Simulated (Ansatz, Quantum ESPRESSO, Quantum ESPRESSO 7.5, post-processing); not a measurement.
## Ballistic transmission: Ga chain with one bond drawn out by 1.5 Å

Wanted: the transmission near the Fermi level and the conductance of this junction: Ga chain with one bond drawn out by 1.5 Å.

Calculated with Quantum ESPRESSO 7.5; plane-wave DFT, PBE, GBRV ultrasoft pseudopotentials (cross-check by Ansatz 0.2.0 with PAW datasets).

Report form: the programs' logs are mostly left out.

## 1. The starting structure

The cell holds 10 atoms: 10 Ga. Its edges and angles: a = 7.500 Å, b = 7.500 Å, c = 27.000 Å, α = 90.0°, β = 90.0°, γ = 90.0°. Regions: left lead, 5 atoms (5 Ga); right lead, 5 atoms (5 Ga). Vacuum lies along a and b. The structure is stacked along c, and the current runs across the ab planes.

## 2. Ground state

One periodic cell holds a stretch of lead, the junction and more lead; the atoms stay as built.

scf.in reads:

```
&control
  prefix = 'scf'
  outdir = './out'
  pseudo_dir = './pseudo'
  calculation = 'scf'
  tprnfor = .true.
/
&system
  ibrav = 0
  nat = 10
  ntyp = 1
  ecutwfc = 34
  ecutrho = 170
  occupations = 'smearing'
  smearing = 'mv'
  degauss = 0.01
/
&electrons
  conv_thr = 1e-07
  mixing_beta = 0.25
  electron_maxstep = 120
  mixing_mode = 'local-TF'
/
ATOMIC_SPECIES
  Ga  69.7230  ga_pbe_v1.4.uspp.F.UPF
CELL_PARAMETERS angstrom
  7.50000000000000 0.00000000000000 0.00000000000000
  0.00000000000000 7.50000000000000 0.00000000000000
  0.00000000000000 0.00000000000000 27.00000000000000
ATOMIC_POSITIONS crystal
  Ga  0.500000000000 0.500000000000 0.000000000000
  Ga  0.500000000000 0.500000000000 0.094444444444
  Ga  0.500000000000 0.500000000000 0.188888888889
  Ga  0.500000000000 0.500000000000 0.283333333333
  Ga  0.500000000000 0.500000000000 0.377777777778
  Ga  0.500000000000 0.500000000000 0.527777777778
  Ga  0.500000000000 0.500000000000 0.622222222222
  Ga  0.500000000000 0.500000000000 0.716666666667
  Ga  0.500000000000 0.500000000000 0.811111111111
  Ga  0.500000000000 0.500000000000 0.905555555556
K_POINTS automatic
  1 1 3 0 0 0
```

Started as:

```sh
OMP_NUM_THREADS=1 mpirun -n 4 pw.x -nk 1 -in scf.in > scf.out
```

The job ended after 1.9 min (4 MPI ranks of Arm Neoverse V2, shared host; peak memory 1.8 GiB; 7.5 min of CPU time).

Numbers from this step:

```
free energy  : -56495.7870 eV
Fermi energy : -1.788 eV
```

The program's own clock; routines nest. Time by routine:

| routine | wall time (s) | calls |
| --- | --- | --- |
| PWSCF | 111.4 | 1 |
| electrons | 108.2 | 1 |
| c_bands | 78.51 | 19 |
| cegterg | 77.47 | 38 |
| h_psi | 44.12 | 218 |
| fftw | 37.15 | 25688 |
| vloc_psi | 32.9 | 218 |
| sum_band | 15.1 | 19 |
| calbec | 8.04 | 264 |
| mix_rho | 7.75 | 19 |
| newd | 5.89 | 20 |
| h_psi:calbec | 5.44 | 218 |
| add_vuspsi | 5.39 | 218 |
| s_psi | 5.37 | 218 |

The run needed 19 iterations to bring the estimated error under 1e-07 Ry; the largest force on any atom, held or free, is 0.65 eV/Å.

## 3. The open system

prefixt takes both regions from one run: the lead from 0 to bdl, the scattering region from bdl to bds (units of alat). ikind = 1 puts the same lead on both sides. The program's T_tot counts both spins in a run without spin; the tables below give T per spin.

cond.in reads:

```
&inputcond
  outdir = './out'
  prefixt = 'scf'
  tran_file = 'cond.dat'
  bdl = 0.6800000000
  bds = 3.6000000000
  ikind = 1
  ewind = 4.0
  epsproj = 1e-05
  nz1 = 7
  energy0 = 2.0
  denergy = -0.1
/
1
  0.00000000 0.00000000 1.00000000
41
```

Started as:

```sh
OMP_NUM_THREADS=1 mpirun -n 4 pwcond.x -in cond.in > cond.out
```

Run time: 2.3 min. Hardware: 4 MPI ranks; peak memory 0.41 GiB.

Numbers from this step:

- lead channels at the Fermi level, one spin: 3
- transmission at the Fermi level, one spin: 0.8949
- conductance: 0.8949 G₀

Per spin. Table of open channels by energy, zero at the Fermi level:

```csv
energy (eV),open channels
-2.00,1
-1.80,1
-1.60,1
-1.40,1
-1.20,1
-1.00,1
-0.90,1
-0.70,1
-0.50,1
-0.30,1
-0.10,3
0.00,3
0.10,3
0.30,3
0.50,3
0.70,3
0.90,3
1.00,3
1.20,3
1.40,3
1.60,3
1.80,3
2.00,3
```

Per spin. Table of transmission by energy, zero at the Fermi level:

| energy (eV) | transmission |
| --- | --- |
| -2.00 | 0.173 |
| -1.90 | 0.176 |
| -1.80 | 0.175 |
| -1.70 | 0.169 |
| -1.60 | 0.141 |
| -1.50 | 0 |
| -1.40 | 0.251 |
| -1.20 | 0.282 |
| -1.10 | 0.281 |
| -1.00 | 0.284 |
| -0.90 | 0.288 |
| -0.80 | 0.294 |
| -0.70 | 0.299 |
| -0.60 | 0.306 |
| -0.50 | 0.312 |
| -0.40 | 0.319 |
| -0.30 | 0.325 |
| -0.20 | 0.486 |
| -0.10 | 0.744 |
| 0.00 | 0.895 |
| 0.10 | 0.754 |
| 0.20 | 0.651 |
| 0.30 | 0.614 |
| 0.40 | 0.609 |
| 0.50 | 0.617 |
| 0.60 | 0.627 |
| 0.70 | 0.635 |
| 0.80 | 0.643 |
| 0.90 | 0.653 |
| 1.00 | 0.669 |
| 1.10 | 0.694 |
| 1.20 | 0.734 |
| 1.40 | 0.741 |
| 1.50 | 0.791 |
| 1.60 | 0.830 |
| 1.70 | 0.864 |
| 1.80 | 0.892 |
| 1.90 | 0.918 |
| 2.00 | 0.943 |

The program's own clock; routines nest. Time by routine:

```
     routine  wall time (s)  calls
      PWCOND          137.3      1
scatter_forw          109.3     82
      compbs          17.02     41
    compbs_2          13.84     41
       local           7.46      1
        init           0.72      1
       poten           0.08      1
```

At no point does T exceed the number of channels. That doesn't clear the run: at some energies its lead has fewer channels than the second code's.

## 4. Transmission with pwcond.x, with nz1 = 1

How much does a setting matter? One run is repeated with a change.

cond.w.in is the input of step 3 with these lines changed:

```diff
@@ -3,3 +3,3 @@
   prefixt = 'scf'
-  tran_file = 'cond.dat'
+  tran_file = 'cond.w.dat'
   bdl = 0.6800000000
@@ -9,3 +9,3 @@
   epsproj = 1e-05
-  nz1 = 7
+  nz1 = 1
   energy0 = 2.0
```

Started as:

```sh
OMP_NUM_THREADS=1 mpirun -n 4 pwcond.x -in cond.w.in > cond.w.out
```

Run time: 1.9 min. Hardware: 4 MPI ranks; peak memory 0.4 GiB.

The changed values were drawn from a wide range, not chosen for quality; the comparison shows what they did here together.

Beside the run it was changed from:

```csv
quantity,this run,unchanged run,difference
"transmission at the Fermi level, one spin",0.8957,0.8949,8.2e-4
"lead channels at the Fermi level, one spin",3,3,0
wall time (s),114,138,
```

Over all energies T moves by up to 0.25, at -1.4 eV, where the two runs count unlike lead channels.

The physical values in this table move by up to 0.091 %.

## 5. Cross-check with Ansatz

A second code with its own PAW datasets, on the same atoms.

Level of this step: plane-wave DFT, PBE, Ansatz PAW (Ansatz 0.2.0).

input.yaml reads:

```yaml
crystal:
  lattice:
    - [7.5, 0.0, 0.0]
    - [0.0, 7.5, 0.0]
    - [0.0, 0.0, 27.0]
  atoms:
    - { symbol: Ga, position: [0.5, 0.5, 0.0] }
    - { symbol: Ga, position: [0.5, 0.5, 0.0944444444] }
    - { symbol: Ga, position: [0.5, 0.5, 0.1888888889] }
    - { symbol: Ga, position: [0.5, 0.5, 0.2833333333] }
    - { symbol: Ga, position: [0.5, 0.5, 0.3777777778] }
    - { symbol: Ga, position: [0.5, 0.5, 0.5277777778] }
    - { symbol: Ga, position: [0.5, 0.5, 0.6222222222] }
    - { symbol: Ga, position: [0.5, 0.5, 0.7166666667] }
    - { symbol: Ga, position: [0.5, 0.5, 0.8111111111] }
    - { symbol: Ga, position: [0.5, 0.5, 0.9055555556] }
kpoints:
  mp_grid: { grid: [1, 1, 4] }
hamiltonian:
  xc: pbe
scf:
  occupations: { method: fermi_dirac, width: 0.1 }
  convergence: { dr2_threshold: 1.0e-08 }
output:
  transmission:
    leads: [[0, 1]]
    e_range: [-2.0, 2.0]
    de: 0.05
    kmesh: [1, 1]
    reduced_basis: true
  write_potential: true
  write_density: true
  volumetric_format: npy
```

Started as:

```sh
ansatz run input.yaml --threads 4 --pin off --max-ram 8192MiB --backend cpu --events-out ev --progress --plain --runs-dir out
```

Run time: 22 s. Hardware: 4 threads; peak memory 2.1 GiB; 78 s of CPU time.

Numbers from this step:

```
free energy                                  : -37816.4666 eV
energy at zero smearing                      : -37816.1187 eV
smearing term TS                             : 0.6958 eV
Fermi energy                                 : -1.933 eV
symmetry operations                          : 16
transmission at the Fermi level, one spin    : 0.7010
step of the lead's Hamiltonian over a period : 4.6 meV
```

Per spin. Table of transmission by energy, zero at the Fermi level:

energy (eV), transmission and a bar from the least value:
```
    -2.00      0.172 ###
    -1.85      0.175 ###
    -1.70      0.162 ##
    -1.60      0.098 
    -1.45      0.119 #
    -1.30      0.270 ######
    -1.15      0.272 ######
    -1.05      0.275 ######
    -0.90      0.282 #######
    -0.75      0.291 #######
    -0.60      0.299 #######
    -0.50      0.305 #######
    -0.35      0.315 ########
    -0.20      0.428 ############
    -0.05      0.676 #####################
     0.00      0.701 ######################
     0.05      0.702 ######################
     0.20      0.659 ####################
     0.35      0.626 ###################
     0.50      0.617 ###################
     0.60      0.622 ###################
     0.75      0.640 ###################
     0.90      0.668 ####################
     1.05      0.702 ######################
     1.15      0.727 #######################
     1.30      0.765 ########################
     1.45      0.803 #########################
     1.60      0.839 ###########################
     1.70      0.863 ###########################
     1.85      0.898 #############################
     2.00      0.933 ##############################
```

Per spin. Open channels against energy, zero at the Fermi level:

```csv
energy (eV),open channels
-2.000,1
-1.800,1
-1.600,1
-1.400,1
-1.200,1
-1.000,1
-0.800,1
-0.600,1
-0.400,1
-0.200,3
0.000,3
0.200,3
0.400,3
0.600,3
0.800,3
1.000,3
1.200,3
1.400,3
1.600,3
1.800,3
2.000,3
```

Ansatz finds T = 0.701 against pwcond's 0.895.

## 6. All levels side by side

All levels:

```
                   step  T at the Fermi level (per spin)  conductance (G0)  r.m.s. T(E) from the first  CPU time of the step (s)  peak memory (GiB)
                 Ansatz                            0.701                 -                           0                     78.38              2.097
                 pwcond                           0.8949            0.8949                     0.06547                     551.2               0.41
pwcond, changed setting                           0.8957            0.8957                     0.08144                     457.6                0.4
```

Per spin. Table of transmission by energy, zero at the Fermi level:

```
energy (eV)  Ansatz  pwcond  pwcond, changed setting
      -2.00   0.172   0.173                    0.182
      -1.90   0.175   0.176                    0.183
      -1.70   0.162   0.169                    0.168
      -1.60  0.0981   0.141                    0.137
      -1.40   0.266   0.251                        0
      -1.30   0.270   0.291                    0.378
      -1.20   0.271   0.282                    0.355
      -1.00   0.278   0.284                    0.326
      -0.90   0.282   0.288                    0.322
      -0.80   0.288   0.294                    0.320
      -0.60   0.299   0.306                    0.321
      -0.50   0.305   0.312                    0.323
      -0.30   0.318   0.325                    0.329
      -0.20   0.428   0.486                    0.475
      -0.10   0.619   0.744                    0.729
       0.00   0.701   0.895                    0.896
       0.10   0.691   0.754                    0.758
       0.20   0.659   0.651                    0.649
       0.30   0.634   0.614                    0.609
       0.50   0.617   0.617                    0.610
       0.60   0.622   0.627                    0.620
       0.80   0.649   0.643                    0.638
       0.90   0.668   0.653                    0.649
       1.00   0.690   0.669                    0.666
       1.20   0.739   0.734                    0.732
       1.30   0.765   0.438                    0.438
       1.40   0.790   0.741                    0.740
       1.60   0.839   0.830                    0.834
       1.70   0.863   0.864                    0.869
       1.90   0.910   0.918                    0.925
       2.00   0.933   0.943                    0.950
```

## 7. Worked from the printed numbers

G = 0.895 × 77.48 µS = 69.3 µS a cell, a resistance of 14.4 kΩ.

## 8. What came out

```
conductance from T at the Fermi level, a cell (G₀ = 2e²/h) : 0.895 G₀
lead channels per spin                                     : 3.00
the same conductance by Ansatz                             : 0.701 G₀
```

In words: The junction conducts 0.895 G₀ a cell at the Fermi level (PBE, GBRV ultrasoft). At the Fermi level the junction passes 30 % of what the leads offer. At the Fermi level pwcond and Ansatz differ by 28 %; unlike potentials, short leads and band edges at slightly different energies can each add to that; the cause was not traced. Over -2 to 2 eV, T lies between 0 and 0.94 per spin. pwcond's lead, cut out of the junction cell, has fewer channels than Ansatz's near 1.3 eV, so its T is in doubt there. The geometry is as built, not relaxed, and the leads are short.

[Logs are printed without paths, hosts, clocks, repeated set-up lines and the standing remarks that a program may print on its own settings, such as how far it seeks lower states.]

[Hosts, paths, dates, database ids (printed as entryN), source tags and the programs' standing remarks are cut or masked in the printed files.]

[Maps of the electrostatic potential energy from Ansatz leave out the sawtooth potential of an applied field or a dipole correction, so their vacuum need not be flat; planar profiles and work functions include it.]
